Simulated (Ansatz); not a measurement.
# Ti-Ta-Ta-Ti stack of (111) layers: lattice stability ahead of a resistivity run, part 2 of 2

The plan: relax Ti-Ta-Ta-Ti stack of (111) layers, check its phonons, and, if the lattice is stable, compute its Eliashberg function and ρ(T).

Ansatz 0.2.0; DFT PBEsol, scalar-relativistic, plane waves, PAW; PAW set soft_1.

So far. Step 3 (Relaxation): Little changed from the start: no atom moved by 0.005 Å and no cell edge by 0.1 %.

## 4. Tight relaxation

Residual forces and stress shift phonon frequencies, so the cell is relaxed again, with tight thresholds and the mesh and smearing of this input.

Contents of input.yaml:

```yaml
crystal:
  lattice:
    - [2.9302076385, 2.8685e-06, 0.0]
    - [-1.4651063034, 2.537632819, 0.0]
    - [0.0, 0.0, 38.2464778836]
  atoms:
    - { symbol: Ti, position: [0.0, 0.0, 0.1479455788] }
    - { symbol: Ta, position: [0.3333333333, 0.6666666667, 0.206586117] }
    - { symbol: Ta, position: [0.6666666667, 0.3333333333, 0.2698823321] }
    - { symbol: Ti, position: [0.0, 0.0, 0.3285228703] }
  periodic: [true, true, false]
kpoints:
  mp_grid: { grid: [12, 12, 1] }
hamiltonian:
  xc: pbesol
  pseudopotentials: { kind: paw, azcp: { folder: soft_1 }, xc_functional: pbe }
scf:
  occupations: { method: methfessel_paxton, width: 0.2 }
output:
  forces: true
  stress: true
  eigenvalues: true
relax:
  adjacent_minimum: "off"
  f_tol: 0.001
  max_steps: 60
  cell: { stress_2d_tol: 0.002 }
```

Started as:

```console
$ ansatz run input.yaml --threads 4 --pin off --max-ram 12288MiB --backend cpu --events-out ev --progress --plain --runs-dir out
```

Numbers of over 12 decimals in the logs are rounded to 6 here.

The program printed:

```text
[the first part of the log is left out]
  E_aug_tail   = 0.000031  (compensation charges beyond the density's cutoff)
  E_ewald      = 95681.177326
  E_core_change = 0.706195  (= ΣΔE_core)
  E_smearing   = 0.008644  (= −TS)
  E_closure    = 0.000000  (closes the sum)
  Σ components = -24560.041324   (vs F -24560.041324, Δ=0.00e0)
--- Forces (eV/Å), atoms counted from 1 ---
  atom   1  Ti    -0.00000000    -0.00000000    -0.00022649
  atom   2  Ta     0.00000000     0.00000000     0.00017619
[...]
P = ½ c Tr σ = 0.0006 N/m
--- Band table (eV; the first three rows and the last of 19) ---
[...]
--- Relaxed structure (4 steps of the walk, 3 accepted, 1 SCFs on fresh bases) ---
[...]
cell:  # Å, volume = 284.0882 Å³
    - [2.928637, 2.866937348998772e-6, 0]
    - [-1.464321, 2.536273, 0]
    - [0, 0, 38.2464778836]
  atoms:
    - { symbol: Ti, position: [-1.6964879484151752e-19, 0, 0.147844] }
    - { symbol: Ta, position: [0.333333, 0.666667, 0.206543] }
    - { symbol: Ta, position: [0.666667, 0.333333, 0.269926] }
    - { symbol: Ti, position: [1.6964879484151894e-19, 0, 0.328624] }
```

It took 23 s on 4 threads of Arm Neoverse V1, shared host; peak memory 0.72 GiB; 87 s of CPU time.

Little changed from the start: no atom moved by 0.005 Å and no cell edge by 0.1 %.

## 5. Phonons by linear response: q 2×2×1, k 6×6×1

Before any scattering is computed, the phonons show whether the structure is a minimum.

Contents of input.yaml:

```yaml
crystal:
  lattice:
    - [2.9286372313, 2.8669e-06, 0.0]
    - [-1.4643210985, 2.5362728073, 0.0]
    - [0.0, 0.0, 38.2464778836]
  atoms:
    - { symbol: Ti, position: [0.0, 0.0, 0.1478441928] }
    - { symbol: Ta, position: [0.3333333333, 0.6666666667, 0.2065428504] }
    - { symbol: Ta, position: [0.6666666667, 0.3333333333, 0.2699255987] }
    - { symbol: Ti, position: [0.0, 0.0, 0.3286242563] }
  periodic: [true, true, false]
kpoints:
  mp_grid: { grid: [6, 6, 1] }
hamiltonian:
  xc: pbesol
  pseudopotentials: { kind: paw, azcp: { folder: soft_1 }, xc_functional: pbe }
scf:
  occupations: { method: methfessel_paxton, width: 0.2 }
output:
  eigenvalues: true
phonons:
  method: dfpt
  qmesh: [2, 2, 1]
  temperatures: { t_max: 1000, t_step: 50 }
  qpath:
    path:
      - [0.0, 0.0, 0.0]
      - [0.5, 0.0, 0.0]
      - [0.33333333, 0.33333333, 0.0]
      - [0.0, 0.0, 0.0]
    npoints: 10
```

The program printed:

```text
Warning: crystal.symmetry: narrowed to the stabiliser of the run's FFT grids — unitary ops 12 → 6. A phonons.method: dfpt run fills in the rows of the dynamical matrix that it does not solve by its symmetry operations, which is exact only for operations that map its FFT grids onto themselves: filled in by any other, the frequencies could depend on the order in which like atoms are typed, or, by more than the grids' own error, on where the crystal sits among the grids' points. Excluded: 6 operations. The run can therefore solve more perturbations, solve them on more k-points, or both, and cost more. [rest of the remark cut]
[...]
Crystal: 4 atoms, lattice volume = 284.088 Å³
Basis set: ecut = 420 eV, 5491 PW (Γ), exchange–correlation on 40×40×512 points (8 copies of the dense FFT grid, shifted against one another)
Bands: 30, of which v1, the nominal top of the filled ones, is band 25 counted from 1 (24 counted from 0)
Symmetry: 12 space group operations
k-points: 7 of 36 (irreducible under 6 space group operations, time reversal used)
[...]
SCF iter   1: F=—  HF=-24562.843778 eV  |F-HF|=—  |Δ(HF+E_count)|=         —  Δρ=3.70e-2  dr2=3.73e1  ethr=3.10e-3  ⟨swp⟩=11.9  Hψ=3192  notcnv=0
automatic band count: the SCF goes on with 35 bands, as 30 were too few: they end inside the smearing window of the response
[...]
SCF iter   2: F=—  HF=-24561.560591 eV  |F-HF|=—  |Δ(HF+E_count)|=    1.28e0  S|Δr|=    0.00e0  Δρ=3.10e-2  dr2=3.49e1  ethr=3.10e-3  ⟨swp⟩=4.9  Hψ=735  notcnv=0  defer=8
[...]
SCF iter  15: F=-24560.042286 eV  HF=-24560.042286 eV  |F-HF|=3.27e-11  |Δ(HF+E_count)|=  6.29e-10  S|Δr|=    0.00e0  Δρ=1.95e-8  dr2=2.38e-12  ethr=1.00e-12  ⟨swp⟩=21.7  Hψ=2115  notcnv=0
SCF 1 converged in 15 iterations: F = -24560.042286 eV  dr2 = 2.38e-12
[...]
phonons: the bands overlap, so this run is a metal and interpolates without the dipole-dipole term. If the crystal is really an insulator or semiconductor, its LO-TO splitting is missing
NSCF: frozen V_eff on 7 k-points
WARN: eigensolver did not converge (k=3): 1 band(s) unlocked after 2 eigensolves, warm-restarted (20 sweeps on the last) at ethr=1.71e-12 eV (storage-precision floor; scheduled 1.00e-12 eV) (lowest unlocked band 34, counted from 0; max residual 3.12e-5 eV among the unlocked bands, 3.12e-5 eV over every band; other slots of this pass that fall short are told together in one closing line; warning suppressed until the next SCF loop or pass starts)
[...]
DFPT response loops at q = (0, 0, 0) (fractional): preconditioner auto → none (partly filled bands, converged f_vac=0.699); β = 0.50; Broyden in place of MSR1
[...]
SCF converged after 15 iterations
Stability not checked: this state was not tested for a lower state beside it, because cold or Methfessel-Paxton smearing, or corrected tetrahedra, fill the levels in a way that the test cannot read (fill_not_monotonic; see scf.lower_state_search)
Free energy (F): -24560.042286 eV
[...]
Internal energy: -24560.021099 eV  (E = F + TS)
E sigma→0 (E₀):  -24560.036989 eV
Entropy (-TS):   -0.021188 eV (-5.297 meV/atom)
Fermi energy:    -4.367490 eV
[...]
--- Band table (eV; the first three rows and the last of 7) ---
  k-point 0: bands = [... 21 lower, -4.5263, -4.1652, -4.1652, -4.1253, -4.1231, -3.9575, -3.9575, -3.7388, ... 6 higher]
  k-point 1: bands = [... 21 lower, -5.2485, -5.1217, -4.7544, -4.2694, -4.0810, -3.9112, -3.6767, -3.5772, ... 6 higher]
  k-point 2: bands = [... 21 lower, -5.8072, -5.2904, -4.7553, -4.4245, -4.1872, -3.9029, -3.7728, -3.7449, ... 6 higher]
  k-point 6: bands = [... 21 lower, -5.9688, -5.7551, -4.8363, -4.8363, -4.3408, -4.3408, -4.2022, -4.2022, ... 6 higher]
--- Phonons (Γ-DFPT): 8 representative perturbations + reference (Σ response iterations 53) ---
  ASR residual: 6.652e-5 → 0.000e0 eV/Å²; symmetrization residual: 4.275e-5 eV/Å²
  The last average, over the group as it would stand without the narrowing to the FFT grids, took up to 9.514e-6 eV/Å² of the zone centre's force constants
  ASR residual per site (eV/Å²): 8.40e-6 6.65e-5 4.75e-5 2.69e-5
  Γ frequencies (cm⁻¹): -36.41 -36.41 0.00 0.00 0.00 39.74 39.74 58.72 58.72 107.10 197.92 220.82
--- Phonons (arbitrary-q DFPT): 2 irreducible q on the 2×2×1 mesh ---
  q = [0.0000, 0.0000, 0.0000] (star 1, of the zone-centre solve; hermiticity 3.64e-6, symmetrization 1.82e-6, taken by the last average 8.11e-7): -36.41 -36.41 -0.00 -0.00 0.00 39.74 39.74 58.72 58.72 107.10 197.92 220.82
  q = [0.0000, -0.5000, 0.0000] (star 3, 12 solved perturbations in 212 linear systems a pass and spin channel, the states on 20 of 36 k-point pairs; hermiticity 2.71e-5, symmetrization 4.12e-6, taken by the last average 5.33e-7): -68.39 -26.02 59.89 74.81 116.89 122.65 139.75 144.26 149.50 155.80 207.31 207.37
  sum rule: each row above includes the acoustic sum rule's correction from the zone centre's row sums; it moved no ω² by more than (0.39 cm⁻¹)²
  mesh force constants: q→R imaginary residual 1.68e-17; ASR residual 6.652e-5 → 0.000e0 eV/Å²; symmetrization residual 8.882e-15 eV/Å²
  interpolated dispersion: 31 rows × 12 modes
  density of states and harmonic sums: on the 24×24×1 q-mesh, interpolated from the force constants of a 2×2×1 supercell (no non-analytic term)
  largest difference from the sums on the solved wave vectors: F 1.94e-1 eV, S 2.71e-4 and C_V 7.65e-5 eV/K
  zero-point energy: 0.078367 eV/cell   skipped modes (ω ≤ 0): 115, of them read as no rigid motion or as one in doubt: 112 (1.858e0 modes/cell left out, lowest -68.39 cm⁻¹)   left out of the sums: 1.55e-1 of the cell's modes: C_V's classical limit lies that fraction below 3 k_B per atom; for a crystal, a wire or a layer, F and S can be off by more, and a phonons.interpolated_qmesh denser along its periods is the remedy for the sampling
```

Run time: 2.7 min. Hardware: 4 threads; peak memory 1.2 GiB; 10 min of CPU time.

Numbers from this step:

| Item | Value |
| --- | --- |
| share of imaginary modes in the plain interpolation between solved wavevectors | 0.1534 |
| highest frequency, solved or plainly interpolated | 220.8 cm⁻¹ |

Solved on the 2×2×1 mesh alone; all other wavevectors are interpolated. Phonon branches along the path, in cm⁻¹:

| point | branch 1 | branch 2 | branch 3 | branch 4 | branch 9 | branch 10 | branch 11 | branch 12 |
| --- | --- | --- | --- | --- | --- | --- | --- | --- |
| Γ | -36 | -36 | 0 | 0 | 59 | 107 | 198 | 221 |
| halfway | -60 | 16 | 19 | 51 | 127 | 154 | 195 | 200 |
| M | -68 | -26 | 60 | 75 | 150 | 156 | 207 | 207 |
| halfway | -53 | -8 | 82 | 82 | 154 | 159 | 200 | 201 |
| K | 19 | 19 | 89 | 100 | 173 | 173 | 187 | 190 |
| halfway | -59 | -18 | 58 | 60 | 135 | 160 | 193 | 196 |
| Γ | -36 | -36 | 0 | 0 | 59 | 107 | 198 | 221 |

Lowest modes at the softest wavevector of the mesh. The modes at q = (0.500, 0.000, 0.000) (shares of kinetic energy by element, %) (negative means imaginary):

| mode | frequency (cm⁻¹) | Ti % | Ta % |
| --- | --- | --- | --- |
| 1 | -68.4 | 39 | 61 |
| 2 | -26.0 | 67 | 33 |
| 3 | 59.9 | 40 | 60 |
| 4 | 74.8 | 61 | 39 |
| 5 | 116.9 | 60 | 40 |
| 6 | 122.7 | 79 | 21 |

Displacements in mode 1 (-68.4 cm⁻¹), the largest set to 1, in the home cell:
```
Ti1 -0.86 -0.50 -1.00
Ta2 -0.17 -0.10 -0.88
Ta3 -0.17 -0.10 -0.88
Ti4  0.86  0.50  1.00
```

Displacements in mode 6 (122.7 cm⁻¹), the largest set to 1, in the home cell:
```
Ti1  0.69  0.40 -1.00
Ta2 -0.27 -0.16  0.13
Ta3 -0.27 -0.16  0.13
Ti4 -0.69 -0.40  1.00
```

Among the solved wavevectors the lowest mode, translations apart, is -68.4 cm⁻¹, imaginary.

## 6. Phonons by linear response: q 3×3×1, k 9×9×1

An imaginary mode on so few k-points may come from the sampling, so the phonons are repeated with another q and k mesh.

input.yaml, as its differences from that of step 5:

```diff
@@ -12,3 +12,3 @@
 kpoints:
-  mp_grid: { grid: [6, 6, 1] }
+  mp_grid: { grid: [9, 9, 1] }
 hamiltonian:
@@ -22,3 +22,3 @@
   method: dfpt
-  qmesh: [2, 2, 1]
+  qmesh: [3, 3, 1]
   temperatures: { t_max: 1000, t_step: 50 }
```

The program printed:

```text
[...]
Crystal: 4 atoms, lattice volume = 284.088 Å³
Basis set: ecut = 420 eV, 5491 PW (Γ), exchange–correlation on 40×40×512 points (8 copies of the dense FFT grid, shifted against one another)
Bands: 30, of which v1, the nominal top of the filled ones, is band 25 counted from 1 (24 counted from 0)
Symmetry: 12 space group operations
k-points: 12 of 81 (irreducible under 6 space group operations, time reversal used)
[...]
SCF iter   1: F=—  HF=-24562.819239 eV  |F-HF|=—  |Δ(HF+E_count)|=         —  Δρ=3.68e-2  dr2=3.58e1  ethr=3.10e-3  ⟨swp⟩=11.7  Hψ=5432  notcnv=0
[...]
SCF iter  15: F=-24560.043188 eV  HF=-24560.043188 eV  |F-HF|=6.55e-11  |Δ(HF+E_count)|=  1.02e-10  S|Δr|=    0.00e0  Δρ=1.73e-8  dr2=1.33e-12  ethr=1.00e-12  ⟨swp⟩=9.2  Hψ=2241  notcnv=0
SCF 1 converged in 15 iterations: F = -24560.043188 eV  dr2 = 1.33e-12
[...]
SCF converged after 15 iterations
[...]
Free energy (F): -24560.043188 eV
[...]
Internal energy: -24560.042856 eV  (E = F + TS)
E sigma→0 (E₀):  -24560.043105 eV
Entropy (-TS):   -0.000332 eV (-0.083 meV/atom)
Fermi energy:    -4.396783 eV
[...]
--- Band table (eV; the first three rows and the last of 12) ---
  k-point 0: bands = [... 21 lower, -4.5427, -4.1654, -4.1654, -4.1387, -4.1250, -3.9624, -3.9624, -3.7136, ... 6 higher]
  k-point 1: bands = [... 21 lower, -4.8118, -4.7651, -4.5821, -3.9993, -3.9675, -3.8179, -3.7866, -3.7782, ... 6 higher]
  k-point 2: bands = [... 21 lower, -5.5789, -5.4019, -4.9044, -4.4606, -4.3198, -3.9586, -3.6107, -3.5111, ... 6 higher]
  k-point 11: bands = [... 21 lower, -5.9737, -5.7587, -4.8239, -4.8239, -4.3290, -4.3290, -4.1993, -4.1993, ... 6 higher]
[...]
ASR residual: 6.347e-5 → 0.000e0 eV/Å²; symmetrization residual: 1.280e-4 eV/Å²
[...]
ASR residual per site (eV/Å²): 3.35e-5 6.35e-5 6.30e-5 2.54e-5
[...]
--- Phonons (arbitrary-q DFPT): 3 irreducible q on the 3×3×1 mesh ---
[...]
interpolated dispersion: 31 rows × 12 modes
[...]
```

Run time: 11 min. Hardware: 4 threads; peak memory 2.2 GiB; 42 min of CPU time.

Numbers from this step:

```
share of imaginary modes in the plain interpolation between solved wavevectors : 0.1308
highest frequency, solved or plainly interpolated                              : 212.1 cm⁻¹
```

Solved on the 3×3×1 mesh alone; all other wavevectors are interpolated. Phonon branches along the path, in cm⁻¹:

```
  point  branch 1  branch 2  branch 3  branch 4  branch 9  branch 10  branch 11  branch 12
      Γ       -44       -44         0         0        58        104        174        201
halfway       -42       -34        27        41       123        146        200        212
      M       -31        31        69        83       170        178        205        210
halfway       -29        57        80        81       175        181        202        206
      K        40        40        78        94       188        188        188        197
halfway       -49       -25        30        82       136        152        204        210
      Γ       -44       -44         0         0        58        104        174        201
```

The modes has structure finer than the step of the table below, so its rows give means over 10 cm⁻¹, whole bins alone (the curve runs from -59.1 to 228 cm⁻¹). Peaks (cm⁻¹: height): Ta -44.6: 0.0508, 60.2: 0.0312, 82.0: 0.0622, 112.7: 0.0276, 129.0: 0.0421, 177.8: 0.0320, 204.9: 0.0597; Ti -44.6: 0.0223, 82.0: 0.0468, 125.4: 0.0507, 179.6: 0.0448, 204.9: 0.0955.

Phonopy on the run's constants, 21x21x1 mesh, Gaussian sigma 2.1 cm⁻¹. The modes by wavenumber; means over each step; values in 1/cm⁻¹/cell:

```csv
wavenumber (cm⁻¹),Ta,Ti
-50,0.0222,0.0104
-40,0.0405,0.0182
-30,0.0268,0.0123
-20,0.0116,0.00629
-10,0.00491,0.00312
0,0.00111,7.7e-4
10,0.00414,0.00481
20,0.0116,0.00971
30,0.0129,0.0115
40,0.0133,0.0125
50,0.0169,0.0163
60,0.0269,0.0250
70,0.0251,0.0258
80,0.0471,0.0391
90,0.0400,0.0313
100,0.0173,0.0238
110,0.0199,0.0283
120,0.0252,0.0372
130,0.0397,0.0462
140,0.0253,0.0196
150,0.0228,0.0146
160,0.0238,0.0182
170,0.0253,0.0289
180,0.0224,0.0328
190,0.00362,0.0103
200,0.0300,0.0494
210,0.0395,0.0627
220,6.4e-4,0.00136
```

No LO-TO term; unit eigenvectors of the mass-weighted matrix. Modes at Γ, with each element's share of the kinetic energy (negative means imaginary):

```csv
mode,frequency (cm⁻¹),symmetry,Ti %,Ta %
1,-43.6,Eg,43,57
2,-43.6,Eg,43,57
3,0.0,unnamed,21,79
4,0.0,unnamed,21,79
5,0.0,unnamed,21,79
6,45.8,Eu,79,21
7,45.8,Eu,79,21
8,58.3,Eg,57,43
9,58.3,Eg,57,43
10,103.5,A1g,46,54
11,173.8,A2u,79,21
12,200.9,A1g,54,46
```

Displacements in mode 2 (-43.6 cm⁻¹), the largest set to 1:
```
Ti1 -0.12  1.00  0.00
Ta2 -0.07  0.59  0.00
Ta3  0.07 -0.59  0.00
Ti4  0.12 -1.00  0.00
```

Displacements in mode 12 (200.9 cm⁻¹), the largest set to 1:
```
Ti1  0.00  0.00  1.00
Ta2  0.00  0.00 -0.48
Ta3  0.00  0.00  0.48
Ti4  0.00  0.00 -1.00
```

Among the solved wavevectors the lowest mode, translations apart, is -43.6 cm⁻¹, imaginary.

## 7. Results

| Item | Value |
| --- | --- |
| phonon run of the rows without a label of their own | PBEsol, q 3×3×1, k 9×9×1 |
| softest mode on the q mesh | -43.6 cm⁻¹ at q = (0, 0, 0) |
| highest frequency, solved or plainly interpolated | 212 cm⁻¹ |

What this shows: The lattice is dynamically unstable at this level: a mode at q = (0, 0, 0) is imaginary, 43.6i cm⁻¹, so no harmonic coupling constant or resistivity is defined for this structure. These meshes are coarse, and single modes of a metal can move by tens of cm⁻¹ with the k mesh. The coarser mesh found an imaginary mode at another wavevector, which this mesh lacks. Spin–orbit coupling, left out here, matters for Ta. The phonon runs are not spin-polarised. The PAW files were made for PBE; under other functionals the run regenerates their frozen core. The structure was built by hand as an ordered model, and its stability against other phases was not tested.

[Logs are printed without paths, hosts, clocks, repeated set-up lines and the standing remarks that a program may print on its own settings, such as how far it seeks lower states.]

[Hosts, paths, dates, database ids (printed as entryN), source tags and the programs' standing remarks are cut or masked in the printed files.]
